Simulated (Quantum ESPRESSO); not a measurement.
# Collinear magnetic orders of GaFe3 with Quantum ESPRESSO

Wanted: the moments of GaFe3 and the energy of each order that was tried.

Program: Quantum ESPRESSO 7.5. Level of theory: PBEsol; plane waves with GBRV 1.5 PBEsol potentials, no spin-orbit coupling. Results are calculated unless marked as measured.

This is a report of a sequence of runs, with most program output left out.

## (1) The structure

It takes space group Fm-3m (No. 225, cubic). Conventional cell: a = 5.783 Å, b = 5.783 Å, c = 5.783 Å, α = 90.00°, β = 90.00°, γ = 90.00°. Ga has 8 Fe at 2.50 Å nearest. Fe has 8 Fe at 2.50 Å nearest. Nearest to Fe lie 4 Ga at 2.50 Å and 4 Fe at 2.50 Å. Farther neighbours are not listed.

Structure file:

```cif
data_structure
_symmetry_space_group_name_H-M 'P 1'
_symmetry_Int_Tables_number 1
_cell_length_a 4.0893
_cell_length_b 4.0893
_cell_length_c 4.0893
_cell_angle_alpha 60.000
_cell_angle_beta 60.000
_cell_angle_gamma 60.000
_cell_volume 48.36
loop_
_atom_site_label
_atom_site_type_symbol
_atom_site_fract_x
_atom_site_fract_y
_atom_site_fract_z
_atom_site_occupancy
Ga1 Ga 0.00000 0.00000 0.00000 1
Fe2 Fe 0.50000 0.50000 0.50000 1
Fe3 Fe 0.75000 0.75000 0.75000 1
Fe4 Fe 0.25000 0.25000 0.25000 1
```

The cell comes from Materials Project 2023-11-01, a database of computed structures, and need not be the stable phase.

The settings of this session are cheaper than careful work needs (see the inputs), so it shows what such settings give, not the properties of the crystal.

## (2) Run 1, typed as ferro +++

The signs are those of the starting moments on the seeded atoms, the atoms that are given a moment.

Contents of pw.in:

```
&CONTROL
  calculation = 'scf'
  prefix = 'pwscf'
  outdir = './tmp'
  pseudo_dir = './pseudo'
  disk_io = 'nowf'
/
&SYSTEM
  ibrav = 0
  nat = 4
  ntyp = 2
  ecutwfc = 30
  ecutrho = 210
  nbnd = 48
  occupations = 'smearing'
  smearing = 'fd'
  degauss = 0.00367493
  nspin = 2
  starting_magnetization(1) = 0
  starting_magnetization(2) = 0.175
/
&ELECTRONS
  conv_thr = 8d-09
  electron_maxstep = 150
  mixing_beta = 0.3
  mixing_mode = 'local-TF'
/
ATOMIC_SPECIES
Ga     69.7230 ga_pbesol_v1.4.uspp.F.UPF
Fe     55.8450 fe_pbesol_v1.5.uspp.F.UPF
CELL_PARAMETERS bohr
   0.0000000000    5.4643207236    5.4643207236
   5.4643207236    0.0000000000    5.4643207236
   5.4643207236    5.4643207236    0.0000000000
ATOMIC_POSITIONS crystal
Ga      0.0000000000    0.0000000000    0.0000000000
Fe      0.5000000000    0.5000000000    0.5000000000
Fe      0.7500000000    0.7500000000    0.7500000000
Fe      0.2500000000    0.2500000000    0.2500000000
K_POINTS automatic
8 8 8 0 0 0
```

The run is started by

```console
> OMP_NUM_THREADS=1 mpirun -n 2 pw.x -nk 2 -in pw.in > pw.out
```

Wall time 36 s (2 MPI ranks of Arm Neoverse V2, shared host); peak memory 0.21 GiB.

Spin moment in the atom's sphere by atom:

```csv
atom,spin moment in the atom's sphere (μB)
Ga1,-0.07
Fe2,2.47
Fe3,2.05
Fe4,2.05
```

Read from the output:

```yaml
smearing_term_ts: 0.03391 eV
magnetization: 6.349 μB
absolute_magnetization: 6.905 μB
final_state: ferromagnetic
```

Spin density in the ac plane of the conventional cell at fractional y = 0.000, with atoms of Ga and Fe within 0.2 Å of it.

Ten even steps from '_' (0.0 e/Å³) to '@' (4.9 e/Å³), each cell a mean:
```
____________..++##::____________
______________....______________
________________________________
________________________________
________________________________
________________________________
==..__________________________::
@@==________________________..##
##::________________________..++
..____________________________..
________________________________
________________________________
________________________________
________________________________
______________::==..____________
____________..##@@==____________
```
Columns run along a (5.8 Å), rows up along c (5.8 Å), edges of the conventional cell, whose origin can differ from the input's. Atoms in or near the plane, at fractional coordinates: Ga at (0.00, 0.00), Ga at (0.50, 0.50), Fe at (0.50, 0.00), Fe at (0.00, 0.50).

Valence density in the ac plane of the conventional cell at fractional y = 0.000, with atoms of Ga and Fe within 0.2 Å of it. It is the smooth field of the valence electrons, not physical close to the nuclei.

Values in e/Å³, 16 rows by 16 columns, each cell a mean:
```
36  7  1  0  0  0  3 15 19  7  1  0  0  0  2 22
 3  1  0  0  0  0  1  3  4  1  0  0  0  0  1  2
 0  0  0  0  0  0  0  0  0  0  0  0  0  0  0  0
 0  0  0  0  0  0  0  0  0  0  0  0  0  0  0  0
 0  0  0  0  0  0  0  0  0  0  0  0  0  0  0  0
 1  1  0  0  0  0  0  1  1  1  0  0  0  0  0  1
10  3  1  0  0  0  1  7 11  3  1  0  0  0  1  7
21 10  1  0  0  0  3 36 60 11  1  0  0  0  4 19
19  7  1  0  0  0  2 22 36  7  1  0  0  0  3 15
 4  1  0  0  0  0  1  2  3  1  0  0  0  0  1  3
 0  0  0  0  0  0  0  0  0  0  0  0  0  0  0  0
 0  0  0  0  0  0  0  0  0  0  0  0  0  0  0  0
 0  0  0  0  0  0  0  0  0  0  0  0  0  0  0  0
 1  1  0  0  0  0  0  1  1  1  0  0  0  0  0  1
11  3  1  0  0  0  1  7 10  3  1  0  0  0  1  7
60 11  1  0  0  0  4 19 21 10  1  0  0  0  3 36
```
Columns run along a (5.8 Å), rows up along c (5.8 Å), edges of the conventional cell, whose origin can differ from the input's. Atoms in or near the plane, at fractional coordinates: Ga at (0.00, 0.00), Ga at (0.50, 0.50), Fe at (0.50, 0.00), Fe at (0.00, 0.50).

## (3) Start 2: antiferro q=(0,0,1/2) +−+−+−

The cell is doubled to 8 atoms to hold this order. The wavevector q is in fractions of the reciprocal vectors of the crystal's primitive cell, as the cells of these inputs are built from it; moments change sign between cells as cos(2π q·R).

Contents of pw.in:

```
&CONTROL
  calculation = 'scf'
  prefix = 'pwscf'
  outdir = './tmp'
  pseudo_dir = './pseudo'
  disk_io = 'nowf'
/
&SYSTEM
  ibrav = 0
  nat = 8
  ntyp = 3
  ecutwfc = 30
  ecutrho = 210
  nbnd = 82
  occupations = 'smearing'
  smearing = 'fd'
  degauss = 0.00367493
  nspin = 2
  starting_magnetization(1) = 0
  starting_magnetization(2) = 0.175
  starting_magnetization(3) = -0.175
/
&ELECTRONS
  conv_thr = 1.6d-08
  electron_maxstep = 150
  mixing_beta = 0.3
  mixing_mode = 'local-TF'
/
ATOMIC_SPECIES
Ga     69.7230 ga_pbesol_v1.4.uspp.F.UPF
Fe1    55.8450 fe_pbesol_v1.5.uspp.F.UPF
Fe2    55.8450 fe_pbesol_v1.5.uspp.F.UPF
CELL_PARAMETERS bohr
   0.0000000000    5.4643207236    5.4643207236
   5.4643207236    0.0000000000    5.4643207236
  10.9286414472   10.9286414472    0.0000000000
ATOMIC_POSITIONS crystal
Ga      0.0000000000    0.0000000000    0.0000000000
Ga      0.0000000000    0.0000000000    0.5000000000
Fe1     0.5000000000    0.5000000000    0.2500000000
Fe2     0.5000000000    0.5000000000    0.7500000000
Fe1     0.7500000000    0.7500000000    0.3750000000
Fe2     0.7500000000    0.7500000000    0.8750000000
Fe1     0.2500000000    0.2500000000    0.1250000000
Fe2     0.2500000000    0.2500000000    0.6250000000
K_POINTS automatic
8 8 4 0 0 0
```

It took 3.2 min on 2 MPI ranks; peak memory 0.42 GiB.

Spin moment in the atom's sphere by atom:

```csv
atom,spin moment in the atom's sphere (μB)
Ga1,0.00
Ga2,0.00
Fe3,2.52
Fe4,-2.52
Fe5,1.90
Fe6,-1.90
Fe7,1.90
Fe8,-1.90
```

This step gave:

```
smearing term TS       : 0.06612 eV
magnetization          : 0 μB
absolute magnetization : 13.26 μB
final state            : antiferromagnetic
```

Spin density in the ac plane at fractional y = 0.000, with atoms of Ga within 0.2 Å of it.

Values in e/Å³, 24 rows by 14 columns, each cell a mean:
```
 0.030  0.009  0.001  0.000 -0.003 -0.008 -0.014 -0.017 -0.015 -0.010 -0.004 -0.001  0.001  0.005
 0.003  0.002  0.003  0.003 -0.001 -0.011 -0.024 -0.039 -0.043 -0.031 -0.016 -0.005  0.002  0.004
 0.009  0.007  0.008  0.009  0.006 -0.003 -0.019 -0.045 -0.066 -0.059 -0.032 -0.011  0.002  0.008
 0.013  0.012  0.011  0.012  0.013  0.008 -0.005 -0.032 -0.063 -0.074 -0.054 -0.022  0.001  0.011
 0.015  0.010  0.005  0.005  0.010  0.014  0.010 -0.009 -0.039 -0.061 -0.059 -0.033 -0.004  0.012
 0.015  0.005 -0.007 -0.013 -0.008  0.005  0.014  0.011 -0.005 -0.025 -0.033 -0.024 -0.004  0.012
 0.015  0.003 -0.020 -0.040 -0.043 -0.025 -0.001  0.013  0.013  0.004 -0.005 -0.005  0.003  0.012
 0.014  0.005 -0.018 -0.051 -0.069 -0.060 -0.029 -0.001  0.012  0.014  0.010  0.008  0.009  0.013
 0.011  0.006 -0.009 -0.035 -0.064 -0.073 -0.051 -0.019  0.000  0.009  0.012  0.011  0.011  0.012
 0.007  0.005 -0.004 -0.018 -0.040 -0.059 -0.054 -0.031 -0.012  0.000  0.006  0.007  0.005  0.005
 0.003  0.003 -0.001 -0.008 -0.018 -0.030 -0.035 -0.027 -0.015 -0.006  0.001  0.003  0.002  0.011
 0.013  0.000  0.000 -0.001 -0.003 -0.006 -0.009 -0.008 -0.005 -0.003 -0.001  0.001  0.001  0.018
-0.030 -0.009 -0.001  0.000  0.003  0.008  0.014  0.017  0.015  0.010  0.004  0.001 -0.001 -0.005
-0.003 -0.002 -0.003 -0.003  0.001  0.011  0.024  0.039  0.043  0.031  0.016  0.005 -0.002 -0.004
-0.009 -0.007 -0.008 -0.009 -0.006  0.003  0.019  0.045  0.066  0.059  0.032  0.011 -0.002 -0.008
-0.013 -0.012 -0.011 -0.012 -0.013 -0.008  0.005  0.032  0.063  0.074  0.054  0.022 -0.001 -0.011
-0.015 -0.010 -0.005 -0.005 -0.010 -0.014 -0.010  0.009  0.039  0.061  0.059  0.033  0.004 -0.012
-0.015 -0.005  0.007  0.013  0.008 -0.005 -0.014 -0.011  0.005  0.025  0.033  0.024  0.004 -0.012
-0.015 -0.003  0.020  0.040  0.043  0.025  0.001 -0.013 -0.013 -0.004  0.005  0.005 -0.003 -0.012
-0.014 -0.005  0.018  0.051  0.069  0.060  0.029  0.001 -0.012 -0.014 -0.010 -0.008 -0.009 -0.013
-0.011 -0.006  0.009  0.035  0.064  0.073  0.051  0.019  0.000 -0.009 -0.012 -0.011 -0.011 -0.012
-0.007 -0.005  0.004  0.018  0.040  0.059  0.054  0.031  0.012  0.000 -0.006 -0.007 -0.005 -0.005
-0.003 -0.003  0.001  0.008  0.018  0.030  0.035  0.027  0.015  0.006 -0.001 -0.003 -0.002 -0.011
-0.013  0.000  0.000  0.001  0.003  0.006  0.009  0.008  0.005  0.003  0.001 -0.001 -0.001 -0.018
```
Columns run along a (4.1 Å), rows up along c (8.2 Å). Atoms in or near the plane, at fractional coordinates: Ga at (0.00, 0.00), Ga at (0.00, 0.50).

Valence density in the ac plane at fractional y = 0.000, with atoms of Ga within 0.2 Å of it. It is the smooth field of the valence electrons, not physical close to the nuclei.

Ten steps, logarithmic in the rise over the least value, from '0' (0 e/Å³) to '9' (58 e/Å³), each cell a mean:
```
98410000000038
55310000000002
11100000000000
00000000111000
00000000011000
00000000000000
00000000000000
00011100000000
00001100000000
10000000000122
52000000000257
97200000000269
98410000000038
55310000000002
11100000000000
00000000111000
00000000011000
00000000000000
00000000000000
00011100000000
00001100000000
10000000000122
52000000000257
97200000000269
```
Columns run along a (4.1 Å), rows up along c (8.2 Å). Atoms in or near the plane, at fractional coordinates: Ga at (0.00, 0.00), Ga at (0.00, 0.50).

## (4) Run 3 (antiferro q=(0,0,1/2) +−+−−+)

This order needs a doubled cell of 8 atoms.

pw.in, as its differences from that of step 3:

```diff
@@ -43,4 +43,4 @@
 Fe2     0.7500000000    0.7500000000    0.8750000000
-Fe1     0.2500000000    0.2500000000    0.1250000000
-Fe2     0.2500000000    0.2500000000    0.6250000000
+Fe2     0.2500000000    0.2500000000    0.1250000000
+Fe1     0.2500000000    0.2500000000    0.6250000000
 K_POINTS automatic
```

It took 3.4 min on 2 MPI ranks; peak memory 0.41 GiB; 6.9 min of CPU time.

Spin moment in the atom's sphere by atom:

```csv
atom,spin moment in the atom's sphere (μB)
Ga1,0.02
Ga2,-0.02
Fe3,2.40
Fe4,-2.40
Fe5,1.94
Fe6,-1.94
Fe7,-1.95
Fe8,1.95
```

Read from the output:

```
smearing term TS       : 0.06550 eV
magnetization          : 0 μB
absolute magnetization : 13.15 μB
final state            : antiferromagnetic
```

## (5) Start 4: antiferro q=(0,0,1/2) +−−+−+

The cell is doubled to 8 atoms to hold this order.

pw.in, as its differences from that of step 4:

```diff
@@ -41,4 +41,4 @@
 Fe2     0.5000000000    0.5000000000    0.7500000000
-Fe1     0.7500000000    0.7500000000    0.3750000000
-Fe2     0.7500000000    0.7500000000    0.8750000000
+Fe2     0.7500000000    0.7500000000    0.3750000000
+Fe1     0.7500000000    0.7500000000    0.8750000000
 Fe2     0.2500000000    0.2500000000    0.1250000000
```

It took 36 min on 2 MPI ranks; peak memory 0.42 GiB.

Residual by cycle:

cycle, log10 residual and a bar from the least value:
```
        1        3.3 ##############################
       15       -1.6 
       28        0.3 ###########
       42       -0.2 ########
       55       -0.6 ######
       69       -1.4 #
       82        1.6 ###################
       96       -0.6 ######
      109       -0.7 ######
      123       -0.3 ########
      136        0.7 ##############
      150       -0.5 #######
```

After 150 cycles the residual stands at 0.33, against 0.53 at cycle 76 and a least value of 0.015. The cap of 150 cycles in the input ended the loop.

## (6) Start 5: no spin polarisation

Contents of pw.in:

```
&CONTROL
  calculation = 'scf'
  prefix = 'pwscf'
  outdir = './tmp'
  pseudo_dir = './pseudo'
  disk_io = 'nowf'
/
&SYSTEM
  ibrav = 0
  nat = 4
  ntyp = 2
  ecutwfc = 30
  ecutrho = 210
  nbnd = 43
  occupations = 'smearing'
  smearing = 'fd'
  degauss = 0.00367493
/
&ELECTRONS
  conv_thr = 8d-09
  electron_maxstep = 150
  mixing_beta = 0.3
  mixing_mode = 'local-TF'
/
ATOMIC_SPECIES
Ga     69.7230 ga_pbesol_v1.4.uspp.F.UPF
Fe     55.8450 fe_pbesol_v1.5.uspp.F.UPF
CELL_PARAMETERS bohr
   0.0000000000    5.4643207236    5.4643207236
   5.4643207236    0.0000000000    5.4643207236
   5.4643207236    5.4643207236    0.0000000000
ATOMIC_POSITIONS crystal
Ga      0.0000000000    0.0000000000    0.0000000000
Fe      0.5000000000    0.5000000000    0.5000000000
Fe      0.7500000000    0.7500000000    0.7500000000
Fe      0.2500000000    0.2500000000    0.2500000000
K_POINTS automatic
8 8 8 0 0 0
```

Run time: 18 s. Hardware: 2 MPI ranks; peak memory 0.18 GiB; 36 s of CPU time.

This step gave:

- smearing term TS: 0.09139 eV
- final state: non-magnetic (no spin polarisation)

## (7) Energies of the orders

An order is kept where moments of 0.15 μB or more survive with the typed signs; meshes match where a doubled cell samples the same k points as the first cell.

Orders:

```csv
start,final state,typed order kept,energy over the lowest (meV a seeded atom),largest site moment (μB),net moment (μB a cell of the first run),mesh matched,CPU time (s)
ferro +++,ferromagnetic,yes,0,2.468,6.349,yes,72.87
"antiferro q=(0,0,1/2) +-+-+-",antiferromagnetic,yes,70.37,2.516,0,yes,383.9
"antiferro q=(0,0,1/2) +-+--+",antiferromagnetic,yes,110.8,2.404,0,yes,412.1
no spin polarisation,non-magnetic,-,428.8,0,0,yes,36
```

## (8) Energy mapping

E = −Σ J e·e over ordered pairs of unit vectors, so each pair counts twice. As many shells are taken as there are differences of energy, so the couplings are solved for and no residual tests the model; further shells are folded in, and shells whose pairs keep their relative signs in all orders cancel and are not probed. Couplings from the energies:

```csv
pair,distance (Å),neighbours an atom,J (meV)
Fe-Fe,2.504,5.333,15.16
Fe-Fe,2.892,4,7.482
```

## (9) Results

| Property | Result |
| --- | --- |
| lowest state found | ferromagnetic (from ferro +++) |
| largest site moment | 2.47 μB |
| next state with moments | antiferromagnetic, 70.4 meV a seeded atom higher |
| state without moments | 429 meV a seeded atom higher |
| J of the weightiest shell (Fe-Fe, 2.50 Å; E = −Σ J e·e, ordered pairs) | 15.2 meV |

In words: The largest moment changes by 4.4 % between the kept orders, as for well localised moments. This is the lowest of 4 collinear or spinless starts, no proof of the ground state. 1 further start did not converge. The cutoff lies under the 40 Ry that these files are usually run at.

[Logs and program files are shortened in this print: banners, set-up blocks, solver, clock and traceback lines can be left out without a mark of their own.]

[Logs are printed without paths, hosts, clocks, repeated set-up lines and the standing remarks that a program may print on its own settings, such as how far it seeks lower states.]

[Hosts, paths, dates, database ids (printed as entryN), source tags and the programs' standing remarks are cut or masked in the printed files.]

[Where a cell is said to come from a database of computed structures, the database is the Materials Project.]
